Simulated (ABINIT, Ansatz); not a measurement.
# Er (P6_3/mmc): phonons by linear response, part 3 of 4

How does Er (P6_3/mmc) vibrate, and is this structure a minimum?

ABINIT 10.8.3; DFT PBE, scalar-relativistic, plane waves, PseudoDojo norm-conserving, 4f in core pseudopotentials.

So far. Step 4 (Self-consistent run for the response): The cell stands at -1.1 GPa: the relaxation ran with a smoothed and higher cutoff, and the difference is a stress of the finite basis. Step 5 (Zone-centre response): The acoustic modes at Γ come out as far as 3.6 cm⁻¹ from zero, where they should vanish, a small numerical error. The relaxed cell has a = 3.564, c = 5.564 Å (conventional setting).

### 7. Dispersion

anaddb transforms the dynamical matrices to force constants and back along the path; points of the mesh come back as solved, but for the sum rule and, in polar crystals, the LO-TO term at Γ; the rest is interpolation.

Input file anaddb.abi:

```
ddb_filepath "all_DDB"
output_file "anaddb.abo"
outdata_prefix "anaddb"
ifcflag 1
ngqpt 3 3 2
nqshft 1
q1shft 0.0 0.0 0.0
asr 1
chneut 0
dipdip 0
dipquad 0
quadquad 0
enunit 0
eivec 0
nph1l 93
qph1l 
    0.0 0.0 0.0 1.0
    0.05 0.0 0.0 1.0
    0.1 0.0 0.0 1.0
    0.15 0.0 0.0 1.0
    0.2 0.0 0.0 1.0
    0.25 0.0 0.0 1.0
    0.3 0.0 0.0 1.0
    0.35 0.0 0.0 1.0
    0.4 0.0 0.0 1.0
    0.45 0.0 0.0 1.0
    0.5 0.0 0.0 1.0
    0.48333333 0.03333333 0.0 1.0
    0.46666667 0.06666667 0.0 1.0
    0.45 0.1 0.0 1.0
    0.43333333 0.13333333 0.0 1.0
    0.41666667 0.16666667 0.0 1.0
    0.4 0.2 0.0 1.0
    0.38333333 0.23333333 0.0 1.0
    0.36666667 0.26666667 0.0 1.0
    0.35 0.3 0.0 1.0
    0.33333333 0.33333333 0.0 1.0
    0.3 0.3 0.0 1.0
    0.26666667 0.26666667 0.0 1.0
    0.23333333 0.23333333 0.0 1.0
    0.2 0.2 0.0 1.0
    0.16666667 0.16666667 0.0 1.0
    0.13333333 0.13333333 0.0 1.0
    0.1 0.1 0.0 1.0
    0.06666667 0.06666667 0.0 1.0
    0.03333333 0.03333333 0.0 1.0
    0.0 0.0 0.0 1.0
    0.0 0.0 0.05 1.0
    0.0 0.0 0.1 1.0
    0.0 0.0 0.15 1.0
    0.0 0.0 0.2 1.0
    0.0 0.0 0.25 1.0
    0.0 0.0 0.3 1.0
    0.0 0.0 0.35 1.0
    0.0 0.0 0.4 1.0
    0.0 0.0 0.45 1.0
    0.0 0.0 0.5 1.0
    0.05 0.0 0.5 1.0
    0.1 0.0 0.5 1.0
    0.15 0.0 0.5 1.0
    0.2 0.0 0.5 1.0
    0.25 0.0 0.5 1.0
    0.3 0.0 0.5 1.0
    0.35 0.0 0.5 1.0
    0.4 0.0 0.5 1.0
    0.45 0.0 0.5 1.0
    0.5 0.0 0.5 1.0
    0.48333333 0.03333333 0.5 1.0
    0.46666667 0.06666667 0.5 1.0
    0.45 0.1 0.5 1.0
    0.43333333 0.13333333 0.5 1.0
    0.41666667 0.16666667 0.5 1.0
    0.4 0.2 0.5 1.0
    0.38333333 0.23333333 0.5 1.0
    0.36666667 0.26666667 0.5 1.0
    0.35 0.3 0.5 1.0
    0.33333333 0.33333333 0.5 1.0
    0.3 0.3 0.5 1.0
    0.26666667 0.26666667 0.5 1.0
    0.23333333 0.23333333 0.5 1.0
    0.2 0.2 0.5 1.0
    0.16666667 0.16666667 0.5 1.0
    0.13333333 0.13333333 0.5 1.0
    0.1 0.1 0.5 1.0
    0.06666667 0.06666667 0.5 1.0
    0.03333333 0.03333333 0.5 1.0
    0.0 0.0 0.5 1.0
    0.5 0.0 0.5 1.0
    0.5 0.0 0.45 1.0
    0.5 0.0 0.4 1.0
    0.5 0.0 0.35 1.0
    0.5 0.0 0.3 1.0
    0.5 0.0 0.25 1.0
    0.5 0.0 0.2 1.0
    0.5 0.0 0.15 1.0
    0.5 0.0 0.1 1.0
    0.5 0.0 0.05 1.0
    0.5 0.0 0.0 1.0
    0.33333333 0.33333333 0.5 1.0
    0.33333333 0.33333333 0.45 1.0
    0.33333333 0.33333333 0.4 1.0
    0.33333333 0.33333333 0.35 1.0
    0.33333333 0.33333333 0.3 1.0
    0.33333333 0.33333333 0.25 1.0
    0.33333333 0.33333333 0.2 1.0
    0.33333333 0.33333333 0.15 1.0
    0.33333333 0.33333333 0.1 1.0
    0.33333333 0.33333333 0.05 1.0
    0.33333333 0.33333333 0.0 1.0
```

Input file mrgddb.in:

```
all_DDB
merged
6
dfpt_gammao_DDB
dfpt_qo_DS1_DDB
dfpt_qo_DS2_DDB
dfpt_qo_DS3_DDB
dfpt_qo_DS4_DDB
dfpt_qo_DS5_DDB
```

Launch:

```console
$ mrgddb < mrgddb.in > mrgddb.log
$ OMP_NUM_THREADS=1 anaddb anaddb.abi > anaddb.log
```

anaddb.abo, the main output file:

```text
[banners, grids, parts of the stress and lines that vanish by symmetry left out]
-outvars_anaddb: echo values of input variables ----------------------

 Flags :
[...]
Phonon wavevector (reduced coordinates) :  0.00000  0.00000  0.00000
 Phonon energies in Hartree :
[...]
Phonon frequencies in cm-1    :
-  0.000000E+00  0.000000E+00  0.000000E+00  6.686282E+01  6.686282E+01
-  1.137331E+02
[...]
Phonon wavevector (reduced coordinates) :  0.05000  0.00000  0.00000
 Phonon energies in Hartree :
[...]
Phonon frequencies in cm-1    :
-  9.866390E+00  1.055119E+01  1.579718E+01  6.782770E+01  6.810424E+01
-  1.137745E+02
[...]
Phonon wavevector (reduced coordinates) :  0.10000  0.00000  0.00000
 Phonon energies in Hartree :
[...]
Phonon frequencies in cm-1    :
-  1.947397E+01  2.062090E+01  3.114233E+01  7.053082E+01  7.152635E+01
-  1.138383E+02
[...]
Phonon wavevector (reduced coordinates) :  0.15000  0.00000  0.00000
 Phonon energies in Hartree :
[...]
Phonon frequencies in cm-1    :
-  2.859377E+01  2.978262E+01  4.560545E+01  7.448246E+01  7.639067E+01
-  1.137659E+02
[...]
Phonon wavevector (reduced coordinates) :  0.20000  0.00000  0.00000
 Phonon energies in Hartree :
[...]
Phonon frequencies in cm-1    :
-  3.704847E+01  3.771326E+01  5.879832E+01  7.907491E+01  8.185368E+01
-  1.133594E+02
[...]
Phonon wavevector (reduced coordinates) :  0.25000  0.00000  0.00000
 Phonon energies in Hartree :
[...]
Phonon frequencies in cm-1    :
-  4.422545E+01  4.471735E+01  7.038923E+01  8.373547E+01  8.720697E+01
-  1.124557E+02
  Phonon wavevector (reduced coordinates) :  0.30000  0.00000  0.00000
 Phonon energies in Hartree :
[...]
Phonon frequencies in cm-1    :
-  4.927440E+01  5.151572E+01  8.010947E+01  8.800557E+01  9.196546E+01
-  1.109980E+02
  Phonon wavevector (reduced coordinates) :  0.35000  0.00000  0.00000
 Phonon energies in Hartree :
[...]
Phonon frequencies in cm-1    :
-  5.293646E+01  5.734220E+01  8.775026E+01  9.156147E+01  9.586070E+01
-  1.090942E+02
  Phonon wavevector (reduced coordinates) :  0.40000  0.00000  0.00000
 Phonon energies in Hartree :
[...]
Phonon frequencies in cm-1    :
-  5.536473E+01  6.199731E+01  9.316114E+01  9.420155E+01  9.878513E+01
-  1.070613E+02
  Phonon wavevector (reduced coordinates) :  0.45000  0.00000  0.00000
 Phonon energies in Hartree :
[...]
Phonon frequencies in cm-1    :
-  5.673166E+01  6.511408E+01  9.581718E+01  9.629944E+01  1.006696E+02
-  1.054274E+02
  Phonon wavevector (reduced coordinates) :  0.50000  0.00000  0.00000
 Phonon energies in Hartree :
[...]
Phonon frequencies in cm-1    :
-  5.717062E+01  6.623065E+01  9.636005E+01  9.730448E+01  1.013407E+02
-  1.047881E+02
  Phonon wavevector (reduced coordinates) :  0.48333  0.03333  0.00000
 Phonon energies in Hartree :
[...]
Phonon frequencies in cm-1    :
-  5.770625E+01  6.645060E+01  9.536745E+01  9.813221E+01  1.012473E+02
-  1.045518E+02
  Phonon wavevector (reduced coordinates) :  0.46667  0.06667  0.00000
 Phonon energies in Hartree :
[...]
Phonon frequencies in cm-1    :
-  5.925501E+01  6.710744E+01  9.388371E+01  9.913425E+01  1.009708E+02
-  1.038487E+02
  Phonon wavevector (reduced coordinates) :  0.45000  0.10000  0.00000
 Phonon energies in Hartree :
[...]
Phonon frequencies in cm-1    :
-  6.165790E+01  6.819186E+01  9.226623E+01  9.999057E+01  1.005219E+02
-  1.026963E+02
[...]
Phonon wavevector (reduced coordinates) :  0.10000  0.00000  0.50000
 Phonon energies in Hartree :
[...]
Phonon frequencies in cm-1    :
-  5.259182E+01  5.259182E+01  5.423990E+01  5.423990E+01  8.261259E+01
-  8.261259E+01
  Phonon wavevector (reduced coordinates) :  0.15000  0.00000  0.50000
 Phonon energies in Hartree :
[...]
Phonon frequencies in cm-1    :
-  5.667289E+01  5.667289E+01  5.901172E+01  5.901172E+01  8.425169E+01
-  8.425169E+01
  Phonon wavevector (reduced coordinates) :  0.20000  0.00000  0.50000
 Phonon energies in Hartree :
[...]
Phonon frequencies in cm-1    :
-  6.116770E+01  6.116770E+01  6.280237E+01  6.280237E+01  8.743788E+01
-  8.743788E+01
  Phonon wavevector (reduced coordinates) :  0.25000  0.00000  0.50000
 Phonon energies in Hartree :
[...]
Phonon frequencies in cm-1    :
-  6.493984E+01  6.493984E+01  6.547249E+01  6.547249E+01  9.202543E+01
-  9.202543E+01
  Phonon wavevector (reduced coordinates) :  0.30000  0.00000  0.50000
 Phonon energies in Hartree :
[...]
Phonon frequencies in cm-1    :
-  6.585431E+01  6.585431E+01  6.919293E+01  6.919293E+01  9.706894E+01
-  9.706894E+01
  Phonon wavevector (reduced coordinates) :  0.35000  0.00000  0.50000
 Phonon energies in Hartree :
[...]
Phonon frequencies in cm-1    :
-  6.616077E+01  6.616077E+01  7.212322E+01  7.212322E+01  1.016386E+02
-  1.016386E+02
[...]
Phonon wavevector (reduced coordinates) :  0.33333  0.33333  0.05000
 Phonon energies in Hartree :
[...]
Phonon frequencies in cm-1    :
-  7.968621E+01  7.968621E+01  8.736001E+01  8.736001E+01  9.590703E+01
-  1.023876E+02
  Phonon wavevector (reduced coordinates) :  0.33333  0.33333  0.00000
 Phonon energies in Hartree :
[...]
Phonon frequencies in cm-1    :
-  8.201897E+01  8.201897E+01  8.531627E+01  8.531627E+01  9.593323E+01
-  1.024903E+02
-
```

Elapsed: 0.58 s, on 1 thread of Arm Neoverse N1, shared host.

Read from the output:

- lowest frequency on the path: 0 cm⁻¹

Anaddb. The phonon branches at the labelled points (cm⁻¹):

| point | branch 1 | branch 2 | branch 3 | branch 4 | branch 5 | branch 6 |
| --- | --- | --- | --- | --- | --- | --- |
| Γ | 0 | 0 | 0 | 67 | 67 | 114 |
| halfway | 44 | 45 | 70 | 84 | 87 | 112 |
| M | 57 | 66 | 96 | 97 | 101 | 105 |
| halfway | 68 | 72 | 89 | 99 | 99 | 101 |
| K | 82 | 82 | 85 | 85 | 96 | 102 |
| halfway | 50 | 57 | 69 | 89 | 90 | 111 |
| Γ | 0 | 0 | 0 | 67 | 67 | 114 |
| halfway | 27 | 27 | 45 | 62 | 62 | 106 |
| A | 49 | 49 | 49 | 49 | 82 | 82 |
| halfway | 65 | 65 | 66 | 66 | 92 | 92 |
| L | 66 | 66 | 76 | 76 | 108 | 108 |
| halfway | 57 | 57 | 87 | 87 | 106 | 106 |
| H | 53 | 53 | 96 | 96 | 101 | 101 |
| halfway | 60 | 60 | 75 | 75 | 95 | 95 |
| A | 49 | 49 | 49 | 49 | 82 | 82 |
| jump to L | 66 | 66 | 76 | 76 | 108 | 108 |
| halfway | 62 | 62 | 85 | 90 | 104 | 108 |
| M | 57 | 66 | 96 | 97 | 101 | 105 |
| jump to H | 53 | 53 | 96 | 96 | 101 | 101 |
| halfway | 64 | 64 | 96 | 97 | 97 | 100 |
| K | 82 | 82 | 85 | 85 | 96 | 102 |

The phonon branches as a text plot (rows in cm⁻¹):

```
    111 |******          *******
    107 |      ***              *        *****           ****
    102 |       *********               *     ****         *** **
     97 |     **** ******        *     *       *  *         *****
     92 |    ***  * * *  *            *       * *  *      **   *
     88 |    **    *     *        *          *   *  **          *
     83 |   *       ***   *        ***      *     *   *****
     78 |  ***      * ***  *               *             *      *
     73 | **       *   **   *     *     ***        *           *
     69 |**      **      *   **        *            *    *
     64 |      ** *     *      **     ******         *    ***
     59 |   * * **       **      *   *      *     ****   * ** *
     55 |     **                    **       *****    *      *
     50 |    *           * *      **                   **
     45 |  *              *     * *
     40 |                 *
     36 |   *              **    *
     31 | **               *
     26 |                   *   *
     21 | *                 *
     17 |*                   * *
     12 |*                   * *
      7 |
      2 |                     *
         Γ      M    K        Γ   A       L    H       A|L M|H  K
```

All branches are real along the path.

### 8. Density of states

Sums over the zone need many more wavevectors than were solved, so the interpolation is sampled on a dense mesh.

Input file anaddb.abi:

```
ddb_filepath "all_DDB"
output_file "anaddb.abo"
outdata_prefix "anaddb"
ifcflag 1
ngqpt 3 3 2
nqshft 1
q1shft 0.0 0.0 0.0
asr 1
chneut 0
dipdip 0
dipquad 0
quadquad 0
prtdos 2
ng2qpt 15 15 8
dosdeltae 4.5563e-06
ntemper 11
temperinc 100.0
tempermin 0.0
```

Launch:

```console
$ OMP_NUM_THREADS=1 anaddb anaddb.abi > anaddb.log
```

anaddb.abo, the main output file:

```text
-outvars_anaddb: echo values of input variables ----------------------

 Flags :
     ifcflag         1
 Miscellaneous information :
         asr         1
      chneut         0
 Interatomic Force Constants Inputs :
      dipdip         0
     dipquad         0
    quadquad         0
      ifcana         0
      ifcout         0
 Description of grid 1 :
        brav         1
       ngqpt         3         3         2
      nqshft         1
      q1shft
                     0.00000000E+00  0.00000000E+00  0.00000000E+00
 Phonon DOS information :
   dosdeltae  4.55630000E-06
    dossmear  4.55633525E-06
 Description of grid 2 (Fourier interp. or BZ sampling):
      ng2qpt        15        15         8
      ngrids         4
      q2shft         0.00000000E+00  0.00000000E+00  0.00000000E+00

================================================================================

 read the DDB information and perform some checks

  ==== Info on the Cryst% object ====
 Real(R)+Recip(G) space primitive vectors, cartesian coordinates (Bohr,Bohr^-1):
 R(1)=  6.7348392  0.0000000  0.0000000  G(1)=  0.1484816  0.0857259  0.0000000
 R(2)= -3.3674196  5.8325418  0.0000000  G(2)=  0.0000000  0.1714518  0.0000000
 R(3)=  0.0000000  0.0000000 10.5137829  G(3)=  0.0000000  0.0000000  0.0951132
 Unit cell volume ucvol=  4.1299434E+02 bohr^3
 Angles (23,13,12)=  9.00000000E+01  9.00000000E+01  1.20000000E+02 degrees
 Time-reversal symmetry is present
 Reduced atomic positions [iatom, xred, symbol]:
    1)    0.3333333  0.6666667  0.2500000  Er
    2)    0.6666667  0.3333333  0.7500000  Er

 DDB file with 6 blocks has been read.

================================================================================

 Calculation of the interatomic forces

       Homogeneous q point set in the B.Z.
 Grid q points  :       18
  1)   0.00000000E+00  0.00000000E+00  0.00000000E+00
  2)   3.33333333E-01  0.00000000E+00  0.00000000E+00
  3)  -3.33333333E-01  0.00000000E+00  0.00000000E+00
  4)   0.00000000E+00  3.33333333E-01  0.00000000E+00
  5)   3.33333333E-01  3.33333333E-01  0.00000000E+00
  6)  -3.33333333E-01  3.33333333E-01  0.00000000E+00
  7)   0.00000000E+00 -3.33333333E-01  0.00000000E+00
  8)   3.33333333E-01 -3.33333333E-01  0.00000000E+00
  9)  -3.33333333E-01 -3.33333333E-01  0.00000000E+00
 10)   0.00000000E+00  0.00000000E+00  5.00000000E-01
 11)   3.33333333E-01  0.00000000E+00  5.00000000E-01
 12)  -3.33333333E-01  0.00000000E+00  5.00000000E-01
 13)   0.00000000E+00  3.33333333E-01  5.00000000E-01
 14)   3.33333333E-01  3.33333333E-01  5.00000000E-01
 15)  -3.33333333E-01  3.33333333E-01  5.00000000E-01
 16)   0.00000000E+00 -3.33333333E-01  5.00000000E-01
 17)   3.33333333E-01 -3.33333333E-01  5.00000000E-01
 18)  -3.33333333E-01 -3.33333333E-01  5.00000000E-01

 The interatomic forces have been obtained

================================================================================

 Calculation of phonon density of states

 Average speed of sound partial sums:     0.9468255990E-03 (at units)
-                                   =           2.0714 [km/s]

 Debye frequency from partial sums:     0.4955706941E-03 (Ha)
-                                 =     0.3260698527E+01 (THz)
-Debye temperature from partial sums:     0.1564888482E+03 (K)

 Average speed of sound:     0.9976846914E-03 (at units)
-                      =           2.1826 [km/s]

 Debye frequency from DOS:     0.5221904599E-03 (Ha)
-                        =     0.3435848172E+01 (THz)
-Debye temperature from DOS:     0.1648947054E+03 (K)

-
```

It took 0.63 s on 1 thread.

Read from the output:

```yaml
share_of_modes_beyond_3i_cm_minus1_on_the_dense_interpolated_mesh: 0
zero_point_energy_per_atom: 14.67 meV
heat_capacity_at_300_k: 24.63 J/(mol atoms K)
vibrational_entropy_at_300_k: 50.32 J/(mol atoms K)
```

The phonon density of states has structure finer than the step of the table below, so its rows give means over 5 cm⁻¹, whole bins alone (the curve runs from -30 to 144 cm⁻¹). Peaks (cm⁻¹: height): 58.0: 0.116, 84.0: 0.108, 100.0: 0.114, 102.0: 0.145, 106.0: 0.143.

Tetrahedra. Phonon density of states against wavenumber; means over each step:

| wavenumber (cm⁻¹) | phonon density of states (1/cm⁻¹/cell) |
| --- | --- |
| 0 | 5.0e-6 |
| 5 | 1.1e-4 |
| 10 | 4.1e-4 |
| 15 | 0.00128 |
| 20 | 0.00262 |
| 25 | 0.00464 |
| 30 | 0.00731 |
| 35 | 0.0109 |
| 40 | 0.0162 |
| 45 | 0.0245 |
| 50 | 0.0404 |
| 55 | 0.0998 |
| 60 | 0.0996 |
| 65 | 0.0891 |
| 70 | 0.0727 |
| 75 | 0.0773 |
| 80 | 0.0872 |
| 85 | 0.0974 |
| 90 | 0.0883 |
| 95 | 0.0969 |
| 100 | 0.108 |
| 105 | 0.129 |
| 110 | 0.0445 |
| 115 | 0.00455 |
| 120 | 0 |

Harmonic thermodynamic functions per atom, summed over the density of states scaled to three modes an atom; melting is ignored. Thermodynamic functions:

| T (K) | F_vib (meV/atom) | S (J/mol-atom/K) | C_V (J/mol-atom/K) |
| --- | --- | --- | --- |
| 0 | 14.67 | 0 | 0 |
| 50 | 12.9 | 10.38 | 16.46 |
| 100 | 3.72 | 24.13 | 22.31 |
| 200 | -30.57 | 40.4 | 24.24 |
| 300 | -77.92 | 50.32 | 24.63 |
| 400 | -133.9 | 57.43 | 24.77 |
| 500 | -196.4 | 62.96 | 24.83 |
| 600 | -264.1 | 67.49 | 24.86 |
| 700 | -336.1 | 71.33 | 24.89 |
| 800 | -411.8 | 74.65 | 24.9 |
| 900 | -490.7 | 77.58 | 24.91 |
| 1000 | -572.5 | 80.21 | 24.91 |

At 300 K the heat capacity has reached 99 % of the Dulong-Petit value.

(Part 3 of 4 ends here.)

[Host names and launcher messages were left out of these logs when they were recorded.]

[Logs are printed without paths, hosts, clocks, repeated set-up lines and the standing remarks that a program may print on its own settings, such as how far it seeks lower states.]

[Hosts, paths, dates, database ids (printed as entryN), source tags and the programs' standing remarks are cut or masked in the printed files.]
